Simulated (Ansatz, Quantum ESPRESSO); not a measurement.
# MgS (Niningerite): third-order response, part 3 of 3

Aim: Raman and infrared lines of MgS (Niningerite).

Quantum ESPRESSO 8.0 development, patched; DFT LDA, scalar-relativistic, plane waves, PseudoDojo norm-conserving pseudopotentials.

So far, mean static dielectric tensor (ions relaxed, fixed cell): step 6 (zone-centre analysis) 14.5. The relaxed cell has a = 5.132 Å (conventional setting).

## (8) Sum rules set otherwise (asr no)

Without the rule the raw error of the acoustic modes shows.

dynmat.in

```
&input
   fildyn = 'g.dyn'
   asr = 'no'
   fileig = 'dynmat.eig'
   lperm = .true.
/
```

Started as:

```
dynmat.x -in dynmat.in > dynmat.out
```

The program printed:

```text
[banner, memory and clock lines left out]
Program DYNMAT v.8.0dev

     Reading Dynamical Matrix from file g.dyn
     ...Force constants read
     ...epsilon and Z* read
     ...Raman cross sections read
     A direction for q was not specified:TO-LO splitting will be absent

     Polarizability (A^3 units)
     multiply by 0.392462 for Clausius-Mossotti correction (not under assume_isolated = 'mt')
        12.490862   -0.000000   -0.000000
        -0.000000   12.490862    0.000000
        -0.000000    0.000000   12.490862

     IR activities are in (D/A)^2/amu units

# mode   [cm-1]    [THz]      IR
    1      3.34    0.1001    0.0001
    2      3.34    0.1001    0.0001
    3      3.34    0.1001    0.0001
    4    251.17    7.5299    8.8841
    5    251.17    7.5299    8.8841
    6    251.17    7.5299    8.8841

Electronic dielectric permittivity tensor (relative, adimensional)
         5.644057   -0.000000   -0.000000
        -0.000000    5.644057    0.000000
        -0.000000    0.000000    5.644057

 ... with zone-center polar mode contributions
        14.530374   -0.000000    0.000000
        -0.000000   14.530374    0.000000
         0.000000    0.000000   14.530374
```

It took 0.67 s on 1 thread of Intel Xeon Platinum 8488C (Sapphire Rapids), shared host.

Read from the output:

| Quantity | Value |
| --- | --- |
| mean static dielectric constant | 14.53 |

Zone-centre frequencies as printed; negative means imaginary. Modes:

```csv
mode,frequency (cm⁻¹)
1,3.34
2,3.34
3,3.34
4,251.2
5,251.2
6,251.2
```

Against the first rule no mode moves by more than 3.4 cm⁻¹.

## (9) The LO-TO splitting (1 0 0)

A longitudinal polar mode sets up a macroscopic field that stiffens it; the term hangs on the direction from which q goes to zero.

dynmat.in

```
&input
   fildyn = 'g.dyn'
   asr = 'simple'
   fileig = 'dynmat.eig'
   q(1) = 1.0
   q(2) = 0.0
   q(3) = 0.0
/
```

Started as:

```
dynmat.x -in dynmat.in > dynmat.out
```

The program printed:

```text
[banner, memory and clock lines left out]
Program DYNMAT v.8.0dev

     Reading Dynamical Matrix from file g.dyn
     ...Force constants read
     ...epsilon and Z* read
     ...Raman cross sections read

     Polarizability (A^3 units)
     multiply by 0.392462 for Clausius-Mossotti correction (not under assume_isolated = 'mt')
        12.490862   -0.000000   -0.000000
        -0.000000   12.490862    0.000000
        -0.000000    0.000000   12.490862

     IR activities are in (D/A)^2/amu units

# mode   [cm-1]    [THz]      IR
    1     -0.00   -0.0000    0.0000
    2     -0.00   -0.0000    0.0000
    3      0.00    0.0000    0.0000
    4    251.14    7.5290    8.8903
    5    251.14    7.5290    8.8903
    6    403.07   12.0838    8.8903
```

Wall time 0.66 s (1 thread).

Numbers from this step:

| Property | Result |
| --- | --- |
| highest mode moved by the LO-TO term | 403.1 cm⁻¹ |

Zone-centre frequencies as printed; negative means imaginary. Modes:

```csv
mode,frequency (cm⁻¹)
1,0
2,0
3,0
4,251.1
5,251.1
6,403.1
```

The field moves one mode, from 251 to 403 cm⁻¹; the others stay.

## (10) A second program

A second program on the same cell, potentials, cutoff and meshes tests the implementation of the phonon response, not its convergence. Its field response is summed in its own way. Its k mesh is centred on Γ.

This step: DFT LDA, scalar-relativistic, plane waves, PseudoDojo norm-conserving pseudopotentials (Ansatz 0.2.0).

input.yaml

```yaml
crystal:
  lattice:
    - [-2.5662064513, 0.0, 2.5662064513]
    - [0.0, 2.5662064513, 2.5662064513]
    - [-2.5662064513, 2.5662064513, 0.0]
  atoms:
    - { symbol: Mg, position: [0.0, 0.0, 0.0] }
    - { symbol: S, position: [0.5, 0.5, 0.5] }
kpoints:
  mp_grid: { grid: [8, 8, 8] }
hamiltonian:
  xc: lda
  pseudopotentials: { kind: nc, accuracy: standard }
scf:
  occupations: { method: fixed }
output:
  eigenvalues: true
basis:
  ecutwfc: 1142.878
phonons:
  method: dfpt
  dielectric: true
  rigid_motions: translations
  raman: true
```

Started as:

```
ansatz run input.yaml --threads 2 --pin off --max-ram 4096MiB --backend cpu --events-out ev --progress --plain --runs-dir out
```

The program printed:

```text
Warning: basis.ecutwfc = 1142.878 eV is below the records' recommended 1142.878222 eV, and the density's cutoff is lower with it unless basis.ecutrho_ratio is high enough to keep the records' density cutoff: compare with a run at a higher cutoff
Engine: ansatz 0.2.0, x86_64-unknown-linux-gnu
Pseudopotentials: kind: nc
Pseudopotential: Mg, nc, valence charge 10, recommended cutoff 1142.878222 eV (normal), Mg.nc.azcp (PseudoDojo's, or run here from an input of PseudoDojo's; its table is named by hamiltonian.pseudopotentials.accuracy)
Pseudopotential: S, nc, valence charge 6, recommended cutoff 734.707429 eV (normal), S.nc.azcp (PseudoDojo's, or run here from an input of PseudoDojo's; its table is named by hamiltonian.pseudopotentials.accuracy)
Functional definition: SPW92
  exchange = slater_x
  correlation = pw_c
Crystal: 2 atoms, lattice volume = 33.799 Å³
Basis set: ecut = 1142.878 eV, 2975 PW (Γ), exchange–correlation on 90×90×90 points (8 copies of the dense FFT grid, shifted against one another)
Bands: 12, of which v1, the nominal top of the filled ones, is band 8 counted from 1 (7 counted from 0)
Symmetry: 48 space group operations
k-points: 59 of 512 (irreducible under 8 space group operations, time reversal used)
Non-local potential: Mg, projectors of the file, l = 0: 2, l = 1: 2
Non-local potential: S, projectors of the file, l = 0: 2, l = 1: 2, l = 2: 2
Initial density: superposition of atomic densities (chi_scale 0.1, normalization cell, long waves kept (reshape's long-wave potential 0.00 eV rms))
Initial wavefunctions: pseudopotential atomic-orbital guess
Functional: x = slater, c = lda
SCF iter   1: F=—  HF=-1917.146534 eV  |F-HF|=—  |Δ(HF+E_count)|=         —  Δρ=4.42e-2  dr2=3.47e-1  ethr=3.10e-3  ⟨swp⟩=5.2  Hψ=3913  notcnv=0  defer=109
preconditioner: auto → none  [insulator: Δε(μ)=2.728 eV  Ē_g=11.922 eV  n_scr=8 (ndim 8)  ℏωp=18.1 eV  f_vac=0.000  ε∞_Penn≈3.3]
SCF iter   2: F=—  HF=-1917.035236 eV  |F-HF|=—  |Δ(HF+E_count)|=   1.11e-1  Δρ=1.61e-2  dr2=3.83e-2  ethr=2.17e-3  ⟨swp⟩=3.0  Hψ=1630  notcnv=0  defer=107
SCF iter   3: F=—  HF=-1917.029424 eV  |F-HF|=—  |Δ(HF+E_count)|=   5.81e-3  Δρ=4.32e-3  dr2=2.97e-3  ethr=2.39e-4  ⟨swp⟩=2.3  Hψ=1205  notcnv=0  defer=111
SCF iter   4: F=—  HF=-1917.029302 eV  |F-HF|=—  |Δ(HF+E_count)|=   1.22e-4  Δρ=9.57e-4  dr2=1.03e-4  ethr=1.86e-5  ⟨swp⟩=2.2  Hψ=1005  notcnv=0  defer=111
SCF iter   5: F=—  HF=-1917.029301 eV  |F-HF|=—  |Δ(HF+E_count)|=   7.38e-7  Δρ=6.14e-5  dr2=5.28e-7  ethr=6.41e-7  ⟨swp⟩=2.4  Hψ=910  notcnv=0  defer=108
SCF iter   6: F=—  HF=-1917.029354 eV  |F-HF|=—  |Δ(HF+E_count)|=   5.33e-5  Δρ=9.85e-6  dr2=2.12e-8  ethr=3.30e-9  ⟨swp⟩=2.3  Hψ=1059  notcnv=0  defer=7
SCF iter   7: F=—  HF=-1917.029354 eV  |F-HF|=—  |Δ(HF+E_count)|=   4.56e-9  Δρ=1.16e-6  dr2=4.96e-10  ethr=1.32e-10  ⟨swp⟩=2.4  Hψ=1040  notcnv=0  defer=7
SCF iter   8: F=-1917.029354 eV  HF=-1917.029354 eV  |F-HF|=9.09e-13  |Δ(HF+E_count)|=  1.60e-10  Δρ=8.95e-8  dr2=7.70e-13  ethr=1.00e-12  ⟨swp⟩=9.1  Hψ=4917  notcnv=0
SCF 1 converged in 8 iterations: F = -1917.029354 eV  dr2 = 7.70e-13
DFPT response loops at Γ: preconditioner auto → none (the input reference at scf.mixing.eps_inf says where Resta's filter doesn't serve); β = 0.50; Broyden in place of MSR1
── the response to a field inside a basis, on 10×10×10 k-points: an SCF that follows is theirs, and a resumed run solves both again ──
Bands: 9, of which v1, the nominal top of the filled ones, is band 8 counted from 1 (7 counted from 0)
k-points: 110
Initial density: handed on by an earlier stage of this run
Initial wavefunctions: pseudopotential atomic-orbital guess (no wavefunctions were taken with the density)
Eigensolver: Dense (110 Hₖ)
SCF iter   1: F=—  HF=-1917.027936 eV  |F-HF|=—  |Δ(HF+E_count)|=         —  Δρ=5.60e-5  dr2=2.62e-7  ethr=1.00e-1
preconditioner: auto → none  [insulator: Δε(μ)=2.797 eV  Ē_g=9.482 eV  n_scr=8 (ndim 8)  ℏωp=18.1 eV  f_vac=0.000  ε∞_Penn≈4.6]
SCF iter   2: F=—  HF=-1917.027936 eV  |F-HF|=—  |Δ(HF+E_count)|=   1.17e-7  Δρ=2.69e-5  dr2=2.34e-8  ethr=1.64e-9
SCF iter   3: F=—  HF=-1917.027936 eV  |F-HF|=—  |Δ(HF+E_count)|=   5.06e-8  Δρ=1.05e-5  dr2=3.75e-9  ethr=1.46e-10
SCF iter   4: F=-1917.027936 eV  HF=-1917.027936 eV  |F-HF|=2.27e-13  |Δ(HF+E_count)|=   9.29e-9  Δρ=1.02e-7  dr2=1.07e-12  ethr=2.35e-11
SCF 1 converged in 4 iterations: F = -1917.027936 eV  dr2 = 1.07e-12
DFPT response loops at Γ: mixed as the last ones told, above
DFPT response loops at Γ: mixed as the last ones told, above
SCF converged after 8 iterations
Free energy (F): -1917.029354 eV
Harris-Foulkes:  -1917.029354 eV  (|F-HF|=9.09e-13)
Internal energy: -1917.029354 eV  (E = F + TS)
E sigma→0 (E₀):  -1917.029354 eV
Fermi energy:    6.653548 eV
--- Per-component energies (eV) ---
  E_band       = -326.743492
  E_kinetic    = 1028.024024
  E_local      = -1731.789539  (includes V_loc(G=0)·N_el)
  E_nonlocal   = -452.612126
  E_hartree    = 595.179835
  E_xc         = -297.675755
  E_vxc        = -360.725487  (∫ρ·V_xc dr)
  E_ewald      = -1058.155793
  E_smearing   = -0.000000  (= −TS)
  E_closure    = 0.000000  (closes the sum)
  Σ components = -1917.029354   (vs F -1917.029354, Δ=0.00e0)
--- Band table (eV; the first three rows and the last of 59) ---
  k-point 0: bands = [... 4 lower, -6.2376, 6.6535, 6.6535, 6.6535, 10.4608, 14.4598, 14.4598, 14.4598]
  k-point 1: bands = [... 4 lower, -6.0736, 5.5504, 6.5437, 6.5437, 11.2621, 14.1704, 14.7213, 14.7213]
  k-point 2: bands = [... 4 lower, -5.6268, 3.6946, 6.3059, 6.3059, 11.5759, 14.3532, 14.3532, 15.0242]
  k-point 58: bands = [... 4 lower, -4.3905, 2.1968, 4.8581, 4.8581, 9.3006, 10.7964, 18.8485, 19.4111]
--- Phonons (Γ-DFPT): 2 representative perturbations + reference, on 59 of 512 k-points (Σ response iterations 6) ---
  k mesh reduced under 8 symmetry operations, with k and −k counted as one. Each operation leaves every solved perturbation unchanged. A smaller set is not considered because the run solves the response to a homogeneous field
  ASR residual: 2.226e-4 → 0.000e0 eV/Å²; symmetrization residual: 1.003e-6 eV/Å²
  ASR residual per site (eV/Å²): 2.23e-4 2.11e-5
  Γ frequencies (cm⁻¹): 0.00 0.00 0.00 251.17 251.17 251.17
  ε∞ (high-frequency dielectric tensor):
        5.598283     0.000000    -0.000000
        0.000000     5.598283     0.000000
       -0.000000     0.000000     5.598283
  ε⁰ (static dielectric tensor: ions relaxed, cell fixed):
       14.448119    -0.000000    -0.000000
       -0.000000    14.448119    -0.000000
       -0.000000    -0.000000    14.448119
  ε⁰ − ε∞ (ionic part):
        8.849836    -0.000000    -0.000000
       -0.000000     8.849836    -0.000000
       -0.000000    -0.000000     8.849836
  softest optical mode at Γ: 251.17 cm⁻¹; the repairs (sum rule, projections) moved no ω² at Γ by more than (1.60 cm⁻¹)²
  Born effective charges Z* (e; rows j = field, columns β = displacement):
    site 0:
         2.30254   -0.00000   -0.00000
        -0.00000    2.30254    0.00000
         0.00000   -0.00000    2.30254
    site 1:
        -2.30254    0.00000    0.00000
         0.00000   -2.30254   -0.00000
        -0.00000    0.00000   -2.30254
  Z* charge neutrality: 7.304e-5 e pre-enforcement
  solved inside a basis spanned on kpoints, on 10×10×10 k-points transformed towards the longest dipole: ε∞ is read to err by 1.5e-2, Z* by 1.1e-2 e (field_mesh: kpoints solves on kpoints); Z* is corrected for what the basis lacks
  Raman tensors (in the event stream and the table raman_tensors.tsv): an entry may err by 6.5e-4 Å², one of the second-order susceptibility by 8.3e-20 pm/V (basis, points and sum rule); their sum over the sites missed zero by 2.082e-21 Å² ahead of its enforcement
  optical modes at Γ without the LO–TO term, one row a degenerate level:
      ω (cm⁻¹)  modes    IR ((D/Å)²/amu)  static Raman (Å⁴/amu)  depolarisation
        251.17      3            26.5429                 0.0000               —
  optical modes at Γ + LO–TO along q̂ = [1.0000, 0.0000, 0.0000]:
      ω (cm⁻¹)  modes    IR ((D/Å)²/amu)  static Raman (Å⁴/amu)  depolarisation
        251.17      2            17.6953                 0.0000               —
        403.51      1             8.8476                 0.0000               —
  optical modes at Γ + LO–TO along q̂ = [0.0000, 1.0000, 0.0000]:
      ω (cm⁻¹)  modes    IR ((D/Å)²/amu)  static Raman (Å⁴/amu)  depolarisation
        251.17      2            17.6953                 0.0000               —
        403.51      1             8.8476                 0.0000               —
  optical modes at Γ + LO–TO along q̂ = [0.0000, 0.0000, 1.0000]:
      ω (cm⁻¹)  modes    IR ((D/Å)²/amu)  static Raman (Å⁴/amu)  depolarisation
        251.17      2            17.6953                 0.0000               —
        403.51      1             8.8476                 0.0000               —
```

Elapsed: 2 min, on 2 threads; peak memory 0.92 GiB.

Read from the output:

- sum-rule residual before enforcement: 2.23e-4 eV/Å²
- miss of the charge sum rule: 7.30e-5 e
- estimated error of the dielectric tensor: 0.01472
- estimated error of the Born charges: 0.01056 e
- mean high-frequency dielectric constant: 5.598
- largest Born charge in size (third of the trace): 2.303 e
- mean static dielectric constant: 14.45
- highest mode moved by the LO-TO term: 403.5 cm⁻¹

Transverse modes. Lines of the infrared spectrum (strongest = 100):

```csv
position (cm⁻¹),label,"IR intensity ((D/Å)²/amu), degenerate modes summed, relative"
251,T1u,100
```

## (11) The two compared: QE PseudoDojo and Ansatz, PseudoDojo

Worked out from the results:

```
root-mean-square difference : 0.03 cm⁻¹
largest difference          : 0.03 cm⁻¹
```

Frequencies side by side, by row:

```csv
q (reciprocal lattice),mode,QE PseudoDojo (cm⁻¹),"Ansatz, PseudoDojo (cm⁻¹)"
0 0 0,1,0,0
0 0 0,2,0,0
0 0 0,3,0,0
0 0 0,4,251.1,251.2
0 0 0,5,251.1,251.2
0 0 0,6,251.1,251.2
```

The two runs side by side. Further quantities:

```csv
quantity,QE PseudoDojo,"Ansatz, PseudoDojo"
mean ε∞,5.644,5.598
"largest Born charge in size (e; the first before, the second after the charge sum rule)",2.314,2.303
summed IR intensity ((D/Å)²/amu),26.67,26.54
```

At the zone centre the largest difference (acoustic modes at Γ apart) is 0.01 % of the highest mode.

## (12) Outcome

- space group after relaxation: Fm-3m
- volume per atom: 16.9 Å³
- gap on the k-mesh: 2.65 eV
- highest optical zone-centre mode (no LO-TO term): 251.1 cm⁻¹
- highest mode moved by the LO-TO term: 403.1 cm⁻¹
- mean high-frequency dielectric constant: 5.64
- largest Born charge in size (third of the trace): 2.31 e
- mean static dielectric constant: 14.5
- imaginary optical modes at the zone centre (no q mesh in this session): none
- largest difference from Ansatz, PseudoDojo: 0.03 cm⁻¹

In words: No mode is Raman active in this structure; the strongest infrared line lies at 251 cm⁻¹. At the LDA level the optical modes of MgS (Niningerite) at the zone centre (no LO-TO term) lie at 251 cm⁻¹. Along the directions run, the highest mode that the macroscopic field moves lies at 403 cm⁻¹. Lattice motion raises the mean dielectric constant from 5.644 to 14.54. The Born charge of S is -2.314 e against a formal charge of -2, somewhat above it. The Lyddane-Sachs-Teller relation holds: (ωLO/ωTO)² is 2.58 and ε₀/ε∞ is 2.58. QE PseudoDojo and Ansatz, PseudoDojo agree to 0.03 cm⁻¹ (0.01 % of the highest mode compared) on all solved modes but the acoustic ones at Γ, without the LO-TO term. These are harmonic frequencies at zero temperature: anharmonic shifts and linewidths and thermal expansion are left out. The build is a development version in which the Raman tensors of release 7.5 are mended; dynmat.x leaves out the electro-optic term of LO lines.

[Host names and launcher messages were left out of these logs when they were recorded.]

[Logs are printed without paths, hosts, clocks, repeated set-up lines and the standing remarks that a program may print on its own settings, such as how far it seeks lower states.]

[Hosts, paths, dates, database ids (printed as entryN), source tags and the programs' standing remarks are cut or masked in the printed files.]
